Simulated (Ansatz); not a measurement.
# Ca on Cr(100): change of the work function, part 4 of 6

Wanted: Δφ(θ) for Ca/Cr(100), starting from the hollow site.

Ansatz 0.2.0; plane-wave DFT, LDA, Ansatz PAW.

So far, work function, upper face (eV): step 2 (the clean slab) 4.12; step 3 (21 atoms, coverage 0.25 ML, cell 2x2) 2.51.

## (4) Adsorbate added, coverage 0.5 ML (continued)

The density of states has structure finer than the step of the table below, so its rows give means over 0.2 eV, whole bins alone (the curve runs from -8 to 1.68 eV). Peaks (eV: height): total -2.65: 54.3, -2.17: 65.5, 0.96: 58.6, 1.02: 67.9, 1.08: 64.0, 1.26: 70.2, 1.56: 56.2; up -2.26: 32.2, -2.17: 39.7, -2.11: 46.6, -2.02: 39.7, 1.02: 32.9, 1.26: 45.2, 1.59: 32.5; down -2.83: 32.7, 0.27: 32.8, 0.84: 39.5, 0.96: 40.3, 1.02: 35.0, 1.11: 38.8, 1.56: 50.5.

Density of states against energy, zero at the Fermi level; means over each step; values in states/eV a cell:

```
energy (eV)  total     up    down
       -7.4      0      0       0
       -7.2  0.208  0.186  0.0217
       -7.0   1.22  0.688   0.533
       -6.8   1.22  0.587   0.632
       -6.6   1.29  0.666   0.622
       -6.4   2.23   1.26   0.971
       -6.2   1.78  0.702    1.08
       -6.0  0.957  0.454   0.504
       -5.8  0.720  0.327   0.393
       -5.6   1.83   1.67   0.151
       -5.4   4.37   2.21    2.17
       -5.2   2.69  0.682    2.00
       -5.0   3.94   3.36   0.580
       -4.8   4.04   1.21    2.83
       -4.6   4.19   2.04    2.15
       -4.4   8.59   5.27    3.33
       -4.2   11.1   5.91    5.21
       -4.0   14.2   8.00    6.17
       -3.8   22.6   14.1    8.56
       -3.6   21.0   9.41    11.5
       -3.4   25.5   15.8    9.67
       -3.2   25.2   15.7    9.48
       -3.0   20.3   6.72    13.6
       -2.8   30.5   12.6    17.8
       -2.6   27.4   17.4    10.1
       -2.4   25.0   14.0    11.0
       -2.2   41.4   22.0    19.4
       -2.0   39.2   25.6    13.6
       -1.8   28.1   14.9    13.2
       -1.6   41.0   22.3    18.7
       -1.4   33.8   16.3    17.5
       -1.2   29.0   13.7    15.3
       -1.0   34.2   15.6    18.7
       -0.8   29.1   17.3    11.7
       -0.6   28.5   19.5    9.05
       -0.4   20.8   13.1    7.74
       -0.2   21.8   13.7    8.12
        0.0   25.4   18.1    7.30
        0.2   24.8   9.73    15.1
        0.4   26.5   12.1    14.3
        0.6   30.4   9.96    20.5
        0.8   40.9   14.5    26.4
        1.0   53.0   22.8    30.2
        1.2   49.7   25.3    24.3
        1.4   42.0   22.4    19.6
```

Projected DOS per atom over height of the atomic layer and energy from the Fermi level. Layers: Cr4 Cr4 Cr4 Cr4 Cr4 Ca2 from below.

Ten even steps from '_' (0.00 states/eV) to '@' (3.14 states/eV), each cell a mean:
```
++####%%++__
####@@**==__
**------==..
++::::..**..
--..::::==..
**------++..
**==--==++..
**++==++++..
++++++**++..
--==--==--__
--++====--__
::--====--__
..--==--::__
__..::..____
____________
____________
____________
____________
____________
____________
____________
____________
```
Columns: height of the atomic layer (Å) from 9 to 16.6 (not evenly spaced); rows upwards: energy from the Fermi level (eV) from -7.96 to 1.65.

Projected DOS per atom, spin up over height of the atomic layer and energy from the Fermi level. Layers: Cr4 Cr4 Cr4 Cr4 Cr4 Ca2 from below.

Values in states/eV, 22 rows by 6 columns, each cell a mean:
```
0.49 1.49 1.08 1.50 0.94 0.15
0.48 1.31 1.41 1.22 0.49 0.12
0.60 0.83 0.39 0.60 0.36 0.19
1.05 0.49 0.53 0.31 0.75 0.12
0.90 0.34 0.58 0.33 1.07 0.28
1.52 0.41 0.71 0.45 1.36 0.15
1.37 0.46 0.54 0.54 0.83 0.12
1.36 0.61 0.80 0.59 1.02 0.11
1.43 0.76 1.05 0.91 1.33 0.30
0.85 0.63 0.74 0.71 0.81 0.04
0.59 0.54 0.52 0.54 0.56 0.03
0.73 0.65 0.78 0.65 0.68 0.06
0.34 0.51 0.83 0.62 0.49 0.08
0.16 0.23 0.36 0.26 0.19 0.02
0.07 0.11 0.12 0.11 0.08 0.01
0.07 0.09 0.08 0.09 0.07 0.01
0.07 0.10 0.08 0.10 0.08 0.02
0.01 0.03 0.04 0.03 0.01 0.00
0.02 0.06 0.07 0.06 0.03 0.00
0.01 0.04 0.05 0.04 0.02 0.00
0.00 0.00 0.00 0.00 0.00 0.00
0.00 0.00 0.00 0.00 0.00 0.00
```
Columns: height of the atomic layer (Å) from 9 to 16.6 (not evenly spaced); rows upwards: energy from the Fermi level (eV) from -7.96 to 1.65.

Projected DOS per atom, spin down over height of the atomic layer and energy from the Fermi level. Layers: Cr4 Cr4 Cr4 Cr4 Cr4 Ca2 from below.

Ten even steps from '_' (0.00 states/eV) to '@' (1.81 states/eV), each cell a mean:
```
**++##++==__
@@**@@====__
##::==::**..
--__....**..
........::__
::--::--::..
--++--====..
--**--++==..
..++--++--__
..==::==..__
::**====::__
__::----::__
__------..__
__......____
____________
____________
____________
____________
____________
____________
____________
____________
```
Columns: height of the atomic layer (Å) from 9 to 16.6 (not evenly spaced); rows upwards: energy from the Fermi level (eV) from -7.96 to 1.65.

Site moment by atom:

```
atom  site moment (μB)
 Cr1              2.28
 Cr2             -0.88
 Cr3              0.60
 Cr4             -0.56
 Cr5              1.30
 Cr6              2.28
 Cr7             -0.87
 Cr8              0.60
 Cr9             -0.55
Cr10              1.30
Cr11              2.28
Cr12             -0.87
Cr13              0.60
Cr14             -0.55
Cr15              1.30
Cr16              2.28
Cr17             -0.88
Cr18              0.60
Cr19             -0.56
Cr20              1.30
Ca21              0.10
Ca22              0.10
```

The relaxation took 6 steps and lowered the energy by 0.46 eV; the largest force on the free atoms ends at 0.0039 eV/Å.

The covered face has 2.58 eV, -1.54 eV against the clean one; the bare back face has moved by +0.03 eV, a measure of how thin the slab is.

## (5) Work function against coverage

This step: plane-wave DFT, LDA, Ansatz PAW; work function against coverage (Ansatz 0.2.0).

The runs are now put side by side.

This step gave:

```yaml
work_function_of_the_clean_face: 4.120 eV
largest_change_of_the_work_function: -1.613 eV
```

Table of work function of the covered face by coverage:

```
coverage (adsorbates/nm²)  work function of the covered face (eV)
                     0.00                                    4.12
                     3.01                                    2.51
                     6.03                                    2.58
```

The dipole per adsorbate comes from the change of the cell's dipole. Coverage, by row:

```
coverage (1/nm²)  coverage (ML)  work function (eV)  change (eV)  dipole per adsorbate, positive end outwards (debye)  mean height of the added atoms over the highest substrate atom (Å)
           3.014           0.25               2.507       -1.613                                                1.431                                                               2.073
           6.028            0.5               2.578       -1.542                                                0.691                                                               2.164
```

## (6) The slab at 0.25 ML, atoms frozen

This step: plane-wave DFT, LDA, Ansatz PAW (Ansatz 0.2.0).

System of this step: Ca/Cr(100). The cell holds 21 atoms: 20 Cr and 1 Ca. Cell: a = 5.760 Å, b = 5.760 Å, c = 26.000 Å, α = 90.0°, β = 90.0°, γ = 90.0°. Vacuum lies along c.

To see where the charge goes, the covered slab, the bare substrate and the adsorbate layer are each run at the same frozen positions and on the same grid.

Input file input.yaml:

```yaml
crystal:
  lattice:
    - [5.76, 0.0, 0.0]
    - [0.0, 5.76, 0.0]
    - [0.0, 0.0, 26.0000219474]
  atoms:
    - { symbol: Cr, position: [0.0, 0.0, 0.346153554], spin: 2.0 }
    - { symbol: Cr, position: [0.25, 0.25, 0.4015381226], spin: -2.0 }
    - { symbol: Cr, position: [0.0011652958, 0.0011652958, 0.4521022779], spin: 2.0 }
    - { symbol: Cr, position: [0.25, 0.25, 0.509804647], spin: -2.0 }
    - { symbol: Cr, position: [-0.0078647622, -0.0078647622, 0.5531847417], spin: 2.0 }
    - { symbol: Cr, position: [0.0, 0.5, 0.346153554], spin: 2.0 }
    - { symbol: Cr, position: [0.25, 0.75, 0.4015381226], spin: -2.0 }
    - { symbol: Cr, position: [0.0011652958, 0.4988347042, 0.4521022779], spin: 2.0 }
    - { symbol: Cr, position: [0.25, 0.75, 0.5082859422], spin: -2.0 }
    - { symbol: Cr, position: [-0.0078647622, 0.5078647622, 0.5531847417], spin: 2.0 }
    - { symbol: Cr, position: [0.5, 0.0, 0.346153554], spin: 2.0 }
    - { symbol: Cr, position: [0.75, 0.25, 0.4015381226], spin: -2.0 }
    - { symbol: Cr, position: [0.4988347042, 0.0011652958, 0.4521022779], spin: 2.0 }
    - { symbol: Cr, position: [0.75, 0.25, 0.5082859422], spin: -2.0 }
    - { symbol: Cr, position: [0.5078647622, -0.0078647622, 0.5531847417], spin: 2.0 }
    - { symbol: Cr, position: [0.5, 0.5, 0.346153554], spin: 2.0 }
    - { symbol: Cr, position: [0.75, 0.75, 0.4015381226], spin: -2.0 }
    - { symbol: Cr, position: [0.4988347042, 0.4988347042, 0.4521022779], spin: 2.0 }
    - { symbol: Cr, position: [0.75, 0.75, 0.5069884986], spin: -2.0 }
    - { symbol: Cr, position: [0.5078647622, 0.5078647622, 0.5531847417], spin: 2.0 }
    - { symbol: Ca, position: [0.25, 0.25, 0.6328968247] }
magnetization:
  spin_polarized: true
kpoints:
  mp_grid: { grid: [5, 5, 1] }
hamiltonian:
  xc: lda
scf:
  occupations: { method: fermi_dirac, width: 0.1 }
  convergence: { dr2_threshold: 1.0e-08 }
efield:
  axis: 3
  dipole_correction: true
  ramp_position: 0.97
  ramp_width: 0.06
output:
  write_potential: true
  write_density: true
  volumetric_format: npy
```

Run with:

```sh
$ ansatz run input.yaml --threads 4 --pin off --max-ram 12288MiB --backend cpu --events-out ev --progress --plain --runs-dir out
```

Numbers of over 12 decimals in the logs are rounded to 6 here.

The program printed:

```text
[...]
Crystal: 21 atoms, lattice volume = 862.618 Å³
Basis set: ecut = 420 eV, 16971 PW (Γ)
Bands: 198, of which v1, the nominal top of the filled ones, is band 145 counted from 1 (144 counted from 0)
Symmetry: 8 space group operations
k-points: 6 of 25
[...]
Starting moments: Σ|m| = 40 μB on 20 of 21 sites
[...]
SCF iter   1: F=—  HF=-68277.072793 eV  |F-HF|=—  |Δ(HF+E_count)|=         —  Δρ=8.96e-2 (↑8.96e-2 ↓8.04e-2)  dr2=1.53e2  dr2_m=3.07e1  M=4.654 μB ∫|m|=9.421 μB  β_m=0.71  ethr=3.10e-3  p=-0.000 e·Å  D=-1.11e-6 V/Å  ΔV_dip=0.00 eV  dr2_dipole=1.02e-1  V_vac-E_F(+/−)=6.72/6.72 eV  ⟨swp⟩=10.8  Hψ=13005  notcnv=0
[...]
SCF iter  27: F=-68217.225759 eV  HF=-68217.225759 eV  |F-HF|=1.24e-9  |Δ(HF+E_count)|=   2.61e-7  Δρ=8.50e-8 (↑8.14e-8 ↓8.50e-8)  dr2=2.35e-10  dr2_m=1.49e-11  M=12.284 μB ∫|m|=24.420 μB  ethr=1.00e-12  p=0.279 e·Å  D=5.85e-2 V/Å  ΔV_dip=-1.52 eV  dr2_dipole=3.56e-12  V_vac-E_F(+/−)=2.51/4.03 eV  ⟨swp⟩=1.1  Hψ=6199  notcnv=0
SCF 1 converged in 27 iterations: F = -68217.225759 eV  dr2 = 2.35e-10
[...]
SCF converged after 27 iterations
Magnetization: 12.2839 μB (151.1419 up, 138.8581 down)
Absolute magnetization: 24.4206 μB (∫|ρ↑−ρ↓|, with the PAW one-centre terms)
[...]
Per-site moments (μB) at R_I (Å): [(2.283795, 1.028838), (-0.843803, 0.996594), (0.568792, 0.996594), (-0.533791, 0.983478), (1.080614, 0.952600), (2.283795, 1.028838), (-0.856145, 0.999889), (0.568792, 0.996594), (-0.535171, 0.968634), (1.080614, 0.952600), (2.283795, 1.028838), (-0.856145, 0.999889), (0.568792, 0.996594), (-0.535171, 0.968634), (1.080614, 0.952600), (2.283795, 1.028838), (-0.880220, 1.003173), (0.568792, 0.996594), (-0.506204, 0.952600), (1.080614, 0.952600), (0.055642, 1.217229)]
Free energy (F): -68217.225759 eV
[...]
Internal energy: -68216.488992 eV  (E = F + TS)
E sigma→0 (E₀):  -68216.857376 eV
Entropy (-TS):   -0.736767 eV (-35.084 meV/atom)
Fermi energy:    3.168270 eV
Dipole field:    D = 0.058507 V/Å  (p = 0.278910 e·Å, saw-weighted, corrected)
Work function:   Φ+ = 2.5070 eV   Φ− = 4.0282 eV
[...]
--- Band table (eV; the first three rows and the last of 12) ---
  k-point 0 ↑: bands = [... 141 lower, 2.6716, 2.6758, 2.6977, 2.6977, 3.1843, 3.3225, 3.3676, 3.3834, ... 49 higher]
  k-point 1 ↑: bands = [... 141 lower, 2.6387, 2.7895, 2.8749, 2.9589, 2.9641, 3.0260, 3.0595, 3.1635, ... 49 higher]
  k-point 2 ↑: bands = [... 141 lower, 2.5974, 2.6484, 2.6611, 2.7526, 2.8061, 2.9371, 2.9725, 3.0892, ... 49 higher]
  k-point 5 ↓: bands = [... 141 lower, 3.4104, 3.5141, 3.5879, 3.6931, 3.7404, 3.7587, 3.8035, 3.8491, ... 49 higher]
```

Run time: 6.1 min. Hardware: 4 threads of Intel Xeon Platinum 8259CL at 2.50GHz (Skylake/Cascade Lake), shared host; peak memory 4.4 GiB.

In the SCF lines HF is the Harris–Foulkes energy and dr2 the Hartree energy of the density residual, in eV; the loop may stop once dr2 is under the threshold and the program's other checks hold. Hψ counts applications of the Hamiltonian.

Numbers from this step:

```
energy at zero smearing        : -68216.8574 eV
total moment                   : 12.28 μB
work function, upper face      : 2.507 eV
work function, lower face      : 4.028 eV
dipole along the normal        : 0.2789 e·Å
step between the vacuum levels : -1.521 eV
```

The work function of the upper face is 2.51 eV.

## (7) The substrate of the 0.25 ML cell alone

System of this step: Ca/Cr(100), substrate alone, atoms held. The cell holds 20 atoms: 20 Cr. Its edges and angles: a = 5.760 Å, b = 5.760 Å, c = 26.000 Å, α = 90.0°, β = 90.0°, γ = 90.0°. Vacuum lies along c.

The second part, atoms unmoved.

Input file input.yaml:

```yaml
crystal:
  lattice:
    - [5.76, 0.0, 0.0]
    - [0.0, 5.76, 0.0]
    - [0.0, 0.0, 26.0000219474]
  atoms:
    - { symbol: Cr, position: [0.0, 0.0, 0.346153554], spin: 2.28 }
    - { symbol: Cr, position: [0.25, 0.25, 0.4015381226], spin: -0.84 }
    - { symbol: Cr, position: [0.0011652958, 0.0011652958, 0.4521022779], spin: 0.57 }
    - { symbol: Cr, position: [0.25, 0.25, 0.509804647], spin: -0.53 }
    - { symbol: Cr, position: [-0.0078647622, -0.0078647622, 0.5531847417], spin: 1.08 }
    - { symbol: Cr, position: [0.0, 0.5, 0.346153554], spin: 2.28 }
    - { symbol: Cr, position: [0.25, 0.75, 0.4015381226], spin: -0.86 }
    - { symbol: Cr, position: [0.0011652958, 0.4988347042, 0.4521022779], spin: 0.57 }
    - { symbol: Cr, position: [0.25, 0.75, 0.5082859422], spin: -0.54 }
    - { symbol: Cr, position: [-0.0078647622, 0.5078647622, 0.5531847417], spin: 1.08 }
    - { symbol: Cr, position: [0.5, 0.0, 0.346153554], spin: 2.28 }
    - { symbol: Cr, position: [0.75, 0.25, 0.4015381226], spin: -0.86 }
    - { symbol: Cr, position: [0.4988347042, 0.0011652958, 0.4521022779], spin: 0.57 }
    - { symbol: Cr, position: [0.75, 0.25, 0.5082859422], spin: -0.54 }
    - { symbol: Cr, position: [0.5078647622, -0.0078647622, 0.5531847417], spin: 1.08 }
    - { symbol: Cr, position: [0.5, 0.5, 0.346153554], spin: 2.28 }
    - { symbol: Cr, position: [0.75, 0.75, 0.4015381226], spin: -0.88 }
    - { symbol: Cr, position: [0.4988347042, 0.4988347042, 0.4521022779], spin: 0.57 }
    - { symbol: Cr, position: [0.75, 0.75, 0.5069884986], spin: -0.51 }
    - { symbol: Cr, position: [0.5078647622, 0.5078647622, 0.5531847417], spin: 1.08 }
magnetization:
  spin_polarized: true
kpoints:
  mp_grid: { grid: [5, 5, 1] }
hamiltonian:
  xc: lda
scf:
  occupations: { method: fermi_dirac, width: 0.1 }
  convergence: { dr2_threshold: 1.0e-08 }
efield:
  axis: 3
  dipole_correction: true
  ramp_position: 0.97
  ramp_width: 0.06
output:
  write_potential: true
  write_density: true
  volumetric_format: npy
```

The program printed:

```text
[...]
Crystal: 20 atoms, lattice volume = 862.618 Å³
Basis set: ecut = 420 eV, 16971 PW (Γ)
Bands: 181, of which v1, the nominal top of the filled ones, is band 140 counted from 1 (139 counted from 0)
Symmetry: 8 space group operations
k-points: 6 of 25
[...]
Starting moments: Σ|m| = 21.28 μB on 20 of 20 sites
[...]
SCF iter   1: F=—  HF=-66492.819323 eV  |F-HF|=—  |Δ(HF+E_count)|=         —  Δρ=6.00e-2 (↑6.00e-2 ↓5.61e-2)  dr2=1.47e2  dr2_m=5.16e-1  M=9.271 μB ∫|m|=16.678 μB  β_m=1.00  ethr=3.10e-3  p=-0.000 e·Å  D=-1.11e-6 V/Å  ΔV_dip=0.00 eV  dr2_dipole=6.15e-1  V_vac-E_F(+/−)=6.70/6.70 eV  ⟨swp⟩=9.9  Hψ=10944  notcnv=0
[...]
SCF iter  22: F=-66443.827790 eV  HF=-66443.827790 eV  |F-HF|=1.16e-10  |Δ(HF+E_count)|=  5.82e-11  Δρ=3.45e-8 (↑2.10e-8 ↓3.45e-8)  dr2=2.67e-11  dr2_m=1.03e-12  M=13.271 μB ∫|m|=26.810 μB  ethr=1.00e-12  p=-0.026 e·Å  D=-5.43e-3 V/Å  ΔV_dip=0.14 eV  dr2_dipole=1.20e-13  V_vac-E_F(+/−)=4.16/4.02 eV  ⟨swp⟩=1.2  Hψ=4612  notcnv=0
SCF 1 converged in 22 iterations: F = -66443.827790 eV  dr2 = 2.67e-11
[...]
SCF converged after 22 iterations
an eigenvalue changed by more than its tolerance at an iteration that met the thresholds in force, so the SCF went on 1 time: the last check found none over its tolerance
Magnetization: 13.2711 μB (146.6355 up, 133.3645 down)
Absolute magnetization: 26.8097 μB (∫|ρ↑−ρ↓|, with the PAW one-centre terms)
[...]
Per-site moments (μB) at R_I (Å): [(2.287889, 1.028838), (-0.871326, 0.996594), (0.618375, 0.996594), (-0.712187, 0.983478), (1.401038, 0.952600), (2.287889, 1.028838), (-0.887464, 0.999889), (0.618375, 0.996594), (-0.660117, 0.968634), (1.401038, 0.952600), (2.287889, 1.028838), (-0.887464, 0.999889), (0.618375, 0.996594), (-0.660117, 0.968634), (1.401038, 0.952600), (2.287889, 1.028838), (-0.903040, 1.003173), (0.618375, 0.996594), (-0.616894, 0.952600), (1.401038, 0.952600)]
Free energy (F): -66443.827790 eV
[...]
Internal energy: -66443.164548 eV  (E = F + TS)
E sigma→0 (E₀):  -66443.496169 eV
Entropy (-TS):   -0.663242 eV (-33.162 meV/atom)
Fermi energy:    2.226121 eV
Dipole field:    D = -0.005433 V/Å  (p = -0.025902 e·Å, saw-weighted, corrected)
Work function:   Φ+ = 4.1590 eV   Φ− = 4.0178 eV
[...]
--- Band table (eV; the first three rows and the last of 12) ---
  k-point 0 ↑: bands = [... 136 lower, 1.6435, 1.6435, 1.7032, 1.8199, 1.8207, 2.2207, 2.3875, 2.3897, ... 37 higher]
  k-point 1 ↑: bands = [... 136 lower, 1.6511, 1.7028, 1.9670, 1.9952, 2.0030, 2.0273, 2.0545, 2.1000, ... 37 higher]
  k-point 2 ↑: bands = [... 136 lower, 1.5932, 1.6061, 1.7101, 1.7573, 1.8172, 1.9328, 1.9556, 2.0680, ... 37 higher]
  k-point 5 ↓: bands = [... 136 lower, 2.6443, 2.7292, 2.7504, 2.7711, 2.8618, 2.8705, 2.8891, 2.9318, ... 37 higher]
```

Wall time 4.6 min (4 threads); peak memory 4 GiB; 16 min of CPU time.

This step gave:

| Property | Result |
| --- | --- |
| energy at zero smearing | -66443.4962 eV |
| total moment | 13.27 μB |
| work function, upper face | 4.159 eV |
| work function, lower face | 4.018 eV |
| dipole along the normal | -0.02590 e·Å |
| step between the vacuum levels | 0.1413 eV |

Site moment by atom:

```
atom  site moment (μB)
 Cr1              2.29
 Cr2             -0.87
 Cr3              0.62
 Cr4             -0.71
 Cr5              1.40
 Cr6              2.29
 Cr7             -0.89
 Cr8              0.62
 Cr9             -0.66
Cr10              1.40
Cr11              2.29
Cr12             -0.89
Cr13              0.62
Cr14             -0.66
Cr15              1.40
Cr16              2.29
Cr17             -0.90
Cr18              0.62
Cr19             -0.62
Cr20              1.40
```

The work function of the upper face is 4.16 eV.

(Part 4 of 6 ends here.)

[Logs are printed without paths, hosts, clocks, repeated set-up lines and the standing remarks that a program may print on its own settings, such as how far it seeks lower states.]

[Hosts, paths, dates, database ids (printed as entryN), source tags and the programs' standing remarks are cut or masked in the printed files.]

[Maps of the electrostatic potential energy from Ansatz leave out the sawtooth potential of an applied field or a dipole correction, so their vacuum need not be flat; planar profiles and work functions include it.]
